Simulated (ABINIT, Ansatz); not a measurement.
**A GW chain in ABINIT: CdS (Hawleyite)**

How does a plane-wave GW calculation on CdS (Hawleyite) run from the first input to the gap?

Method: PBE and many-body steps on it, plane waves, in ABINIT 10.8.3.

**What was measured.**

- Gap 2.42 eV: optical gap from inflexion point of photoacoustic spectrum, as-grown film; photoacoustic spectroscopy; film (as-grown chemical bath deposited film, about 0.25 um thick, deposited at 80 C) (“Study of the band--gap shift in CdS films: Influence of thermal annealing in different atmospheres”, 1995, arxiv:cond-mat/9501125).

**1. The structure**

The structure is cubic, space group F-43m (No. 216). The conventional cell has a = 5.833 Å, b = 5.833 Å, c = 5.833 Å, α = 90.00°, β = 90.00°, γ = 90.00°. Nearest to Cd lie 4 S at 2.53 Å. Nearest to S lie 4 Cd at 2.53 Å. Farther neighbours, and contacts between anions beyond the nearest, are not listed.

Coordinates:

```cif
data_structure
_symmetry_space_group_name_H-M 'P 1'
_symmetry_Int_Tables_number 1
_cell_length_a 4.1246
_cell_length_b 4.1246
_cell_length_c 4.1246
_cell_angle_alpha 60.000
_cell_angle_beta 60.000
_cell_angle_gamma 60.000
_cell_volume 49.62
loop_
_atom_site_label
_atom_site_type_symbol
_atom_site_fract_x
_atom_site_fract_y
_atom_site_fract_z
_atom_site_occupancy
Cd1 Cd 0.00000 0.00000 0.00000 1
S2 S 0.25000 0.25000 0.25000 1
```

The cell and positions come from the Crystallography Open Database and are kept as given unless a step says otherwise.

**2. Ground state**

This step: ABINIT 10.8.3; DFT, PBE, plane waves, norm-conserving pseudopotentials.

The ground-state density comes first.

The input, run.abi:

```
acell 3*1.0 Angstrom
rprim 
  -0.000000000000 2.916500000000 2.916500000000
  2.916500000000 -0.000000000000 2.916500000000
  2.916500000000 2.916500000000 -0.000000000000
ntypat 2
znucl 48 16
natom 2
typat 1 2
xred 
  0.000000000000 0.000000000000 0.000000000000
  0.250000000000 0.250000000000 0.250000000000
pp_dirpath "pseudos"
pseudos "Cd.upf, S.upf"
ecut 47
ngkpt 6 6 6
nshiftk 1
shiftk 0 0 0
kptopt 1
chksymbreak 0
nband 18
occopt 1
tolvrs 1e-10
nstep 60
prtwf 0
optforces 0
optstress 0
indata_prefix "in"
outdata_prefix "out"
tmpdata_prefix "tmp"
```

Launch:

```
$ OMP_NUM_THREADS=1 mpirun -n 8 abinit run.abi > log
```

Standard output:

```text
.Version 10.8.3 of ABINIT. v10.8.2 released Aug 2026.

 Symmetries : space group F-4 3 m (#216); Bravais cF (face-center cubic)
================================================================================
 Values of the parameters that define the memory need of the present run
     intxc =       0    ionmov =       0      iscf =       7    lmnmax =       6
     lnmax =       6     mgfft =      50  mpssoang =       3    mqgrid =    3001
     natom =       2  nloc_mem =       1    nspden =       1   nspinor =       1
    nsppol =       1      nsym =      24    n1xccc =    2501    ntypat =       2
    occopt =       1   xclevel =       2
-    mband =          18        mffmem =           1         mkmem =           2
       mpw =        5188          nfft =      125000          nkpt =          16
================================================================================
  Rough estimation (10% accuracy) of disk space for files :
================================================================================

--------------------------------------------------------------------------------
------------- Echo of variables that govern the present computation ------------
--------------------------------------------------------------------------------
 -outvars: echo values of preprocessed input variables --------
            acell      1.8897261259E+00  1.8897261259E+00  1.8897261259E+00 Bohr

      chksymbreak           0
             ecut      4.70000000E+01 Hartree
-          fftalg         312

              ixc     -101130
              kpt      0.00000000E+00  0.00000000E+00  0.00000000E+00
                       1.66666667E-01  0.00000000E+00  0.00000000E+00
                       3.33333333E-01  0.00000000E+00  0.00000000E+00
                       5.00000000E-01  0.00000000E+00  0.00000000E+00
                       1.66666667E-01  1.66666667E-01  0.00000000E+00
                       3.33333333E-01  1.66666667E-01  0.00000000E+00
                       5.00000000E-01  1.66666667E-01  0.00000000E+00
                      -3.33333333E-01  1.66666667E-01  0.00000000E+00
                      -1.66666667E-01  1.66666667E-01  0.00000000E+00
   [... 5 further rows ...]
                      -3.33333333E-01  3.33333333E-01  1.66666667E-01
                      -3.33333333E-01  5.00000000E-01  1.66666667E-01
         kptrlatt        6    0    0      0    6    0      0    0    6
          kptrlen      4.67656631E+01
P           mkmem           2
            natom           2
            nband          18
            ngfft          50      50      50
             nkpt          16
            nstep          60
             nsym          24
           ntypat           2
              occ      2.000000  2.000000  2.000000  2.000000  2.000000  2.000000
                       2.000000  2.000000  2.000000  2.000000  2.000000  2.000000
                       2.000000  0.000000  0.000000  0.000000  0.000000  0.000000
        optforces           0
        optstress           0
            prtwf           0
            rprim     -0.0000000000E+00  2.9165000000E+00  2.9165000000E+00
[...]
spgroup         216

           tolvrs      1.00000000E-10

             xred      0.0000000000E+00  0.0000000000E+00  0.0000000000E+00
[...]
znucl       48.00000   16.00000

================================================================================

 chkinp: Checking input parameters for consistency.

================================================================================
== DATASET  1 ==================================================================
-   mpi_nproc: 8, omp_nthreads: 1 (-1 if OMP is not activated)

--- !DatasetInfo
iteration_state: {dtset: 1, }
dimensions: {natom: 2, nkpt: 16, mband: 18, nsppol: 1, nspinor: 1, nspden: 1, mpw: 5188, }
cutoff_energies: {ecut:  47.0, pawecutdg:  -1.0, }
electrons: {nelect:   2.60000000E+01, charge:   0.00000000E+00, occopt:   1.00000000E+00, tsmear:   1.00000000E-02, }

 Real(R)+Recip(G) space primitive vectors, cartesian coordinates (Bohr,Bohr^-1):
 R(1)=  0.0000000  5.5113862  5.5113862  G(1)= -0.0907213  0.0907213  0.0907213
 R(2)=  5.5113862  0.0000000  5.5113862  G(2)=  0.0907213 -0.0907213  0.0907213
 R(3)=  5.5113862  5.5113862  0.0000000  G(3)=  0.0907213  0.0907213 -0.0907213
 Unit cell volume ucvol=  3.3482088E+02 bohr^3
 Angles (23,13,12)=  6.00000000E+01  6.00000000E+01  6.00000000E+01 degrees

 getcut: wavevector=  0.0000  0.0000  0.0000  ngfft=  50  50  50
         ecut(hartree)=     47.000   => boxcut(ratio)=   2.07948

--- Pseudopotential description ------------------------------------------------
- Cd Generated using ONCVPSP code by D. R. Hamann
- 48.00000  20.00000  171031                  znucl, zion, pspdat
12 -101130 2 -1 1368                          pspcod,pspxc,lmax,lloc,mmax
     nproj     2     2     2
  pspatm : epsatm=   23.16453630
         --- l  ekb(1:nproj) -->
[...]
pspatm: atomic psp has been read  and splines computed

- S Generated using ONCVPSP code by D. R. Hamann
- 16.00000   6.00000  171031                  znucl, zion, pspdat
12 -101130 2 -1 1146                          pspcod,pspxc,lmax,lloc,mmax
     nproj     2     2     2
  pspatm : epsatm=    9.01821529
         --- l  ekb(1:nproj) -->
[...]
2   -3.547662   -0.986524
 pspatm: atomic psp has been read  and splines computed

   8.36751541E+02                                ecore*ucvol(ha*bohr**3)
--------------------------------------------------------------------------------

_setup2: Arith. and geom. avg. npw (full set) are    5151.458    5151.430

================================================================================

--- !BeginCycle
iteration_state: {dtset: 1, }
solver: {iscf: 7, nstep: 60, nline: 4, wfoptalg: 0, }
tolerances: {tolvrs: 1.00E-10, }

     iter   Etot(hartree)      deltaE(h)  residm     vres2
 ETOT  1  -184.58109602512    -1.846E+02 2.197E+00 4.390E+03
 ETOT  2  -185.65086711536    -1.070E+00 3.839E-02 6.972E+03
 ETOT  3  -186.34144421193    -6.906E-01 5.803E-03 7.723E+02
 ETOT  4  -186.39720509171    -5.576E-02 2.096E-03 2.072E+02
 ETOT  5  -186.41732805768    -2.012E-02 6.205E-04 2.343E+00
 ETOT  6  -186.41755963703    -2.316E-04 2.448E-04 2.511E-02
 ETOT  7  -186.41756130017    -1.663E-06 3.384E-05 9.705E-03
 ETOT  8  -186.41756155447    -2.543E-07 3.870E-05 7.709E-03
 ETOT  9  -186.41756237534    -8.209E-07 1.732E-05 2.003E-05
 ETOT 10  -186.41756237783    -2.481E-09 4.463E-05 2.764E-07
 ETOT 11  -186.41756237784    -1.850E-11 2.006E-05 1.060E-08
 ETOT 12  -186.41756237785    -2.871E-12 4.702E-05 7.445E-10
 ETOT 13  -186.41756237785     1.393E-12 2.139E-05 4.140E-11

 At SCF step   13       vres2   =  4.14E-11 < tolvrs=  1.00E-10 =>converged.

--- !ResultsGS
iteration_state: {dtset: 1, }
comment   : Summary of ground state results
lattice_vectors:
- [ -0.0000000,   5.5113862,   5.5113862, ]
- [  5.5113862,  -0.0000000,   5.5113862, ]
- [  5.5113862,   5.5113862,  -0.0000000, ]
lattice_lengths: [   7.79428,    7.79428,    7.79428, ]
lattice_angles: [ 60.000,  60.000,  60.000, ] # degrees, (23, 13, 12)
lattice_volume:   3.3482088E+02
convergence: {deltae:  1.393E-12, res2:  4.140E-11, residm:  2.139E-05, diffor:  0.000E+00, }
etotal    :  -1.86417562E+02
entropy   :   0.00000000E+00
fermie    :   1.60449132E-01
cartesian_stress_tensor: null
pressure_GPa: null
xred      :
- [  0.0000E+00,   0.0000E+00,   0.0000E+00, Cd]
- [  2.5000E-01,   2.5000E-01,   2.5000E-01,  S]
cartesian_forces: null
force_length_stats: {min: null, max: null, mean: null, }

 Integrated electronic density in atomic spheres:
 ------------------------------------------------
 Atom  Sphere_radius  Integrated_density
    1        2.00000         17.17000095
    2        2.00000          3.93308081
================================================================================

 ----iterations are completed or convergence reached----

 Mean square residual over all n,k,spin=   83.764E-09; max=  21.389E-06
 reduced coordinates (array xred) for    2 atoms
       0.000000      0.000000      0.000000
       0.250000      0.250000      0.250000
 rms dE/dt=  0.0000E+00; max dE/dt=  0.0000E+00; dE/dt below (all hartree)
    1       0.000000      0.000000      0.000000
    2       0.000000      0.000000      0.000000

 cartesian coordinates (angstrom) at end:
    1      0.000000     0.000000     0.000000
    2      1.458250     1.458250     1.458250
 length scales=  1.889726  1.889726  1.889726 bohr
              =  1.000000  1.000000  1.000000 angstroms
 prteigrs : about to open file out_EIG
 Fermi (or HOMO) energy (hartree) =   0.16045   Average Vxc (hartree)=  -0.34390
 Eigenvalues (hartree) for nkpt=  16  k points:
 kpt#   1, nband= 18, wtk=  0.00463, kpt=  0.0000  0.0000  0.0000 (reduced coord)
  -3.56438   -2.13350   -2.13350   -2.13350   -0.29393   -0.12336   -0.12336   -0.12336
  -0.10576   -0.10576    0.16045    0.16045    0.16045    0.20252    0.40047    0.40047
   0.40047    0.58082
 prteigrs : prtvol=0 or 1, do not print more k-points.

--- !EnergyTerms
iteration_state     : {dtset: 1, }
comment             : Components of total free energy in Hartree
kinetic             :  6.539617E+01
hartree             :  6.517524E+01
xc                  : -2.742416E+01
Ewald energy        : -9.940623E+01
psp_core            :  2.499102E+00
local_psp           : -1.984064E+02
non_local_psp       :  5.748720E+00
total_energy        : -1.864176E+02
total_energy_eV     : -5.072680E+03
band_energy         : -2.106626E+01

== END DATASET(S) ==============================================================
================================================================================

 -outvars: echo values of variables after computation  --------
           etotal     -1.8641756238E+02
            nband          18
             nkpt          16
          spgroup         216
 [... the other variables as echoed above ...]

 Calculation completed.
```

The job ended after 7.8 s (8 MPI ranks of Intel Xeon 6975P-C (Granite Rapids), shared host; peak memory 0.76 GiB; 61 s of CPU time).

This step gave:

* total energy: -5072.6803 eV
* gap: 1.145 eV
* k of the valence top: 0, 0, 0
* k of the conduction bottom: 0, 0, 0
* least direct gap: 1.145 eV

The gap is direct, at Γ.

[end of part 1 of 3]

[Long decimals in the printed logs are rounded to 6 places.]

[Logs are printed without paths, hosts, clocks, repeated set-up lines and the standing remarks that a program may print on its own settings, such as how far it seeks lower states.]

[Paths, hosts, dates, memory and timing lines, banners, echoed tables and standing remarks are left out of the program output; an Ansatz launch command may be rebuilt from the run's recorded settings. Measured values are a selection of at most five: reports struck by readers or far from the other reports are left out. None is set beside runs whose start may be inverted or whose files or cutoffs have a known fault.]

[Runs of the session that timed out or met a known fault of the program may be left out.]

[Hosts, paths, dates, database ids (printed as entryN), source tags and the programs' standing remarks are cut or masked in the printed files.]

[G0W0 gaps are taken among the corrected bands and points alone; a level outside them can change the order at an edge.]

[Where Ansatz stands beside ABINIT at settings called matched, ABINIT's density can come from a denser mesh and the files from another edition; pairs whose starting gaps differed by over 0.03 eV were left out, so agreement reads better than it is.]
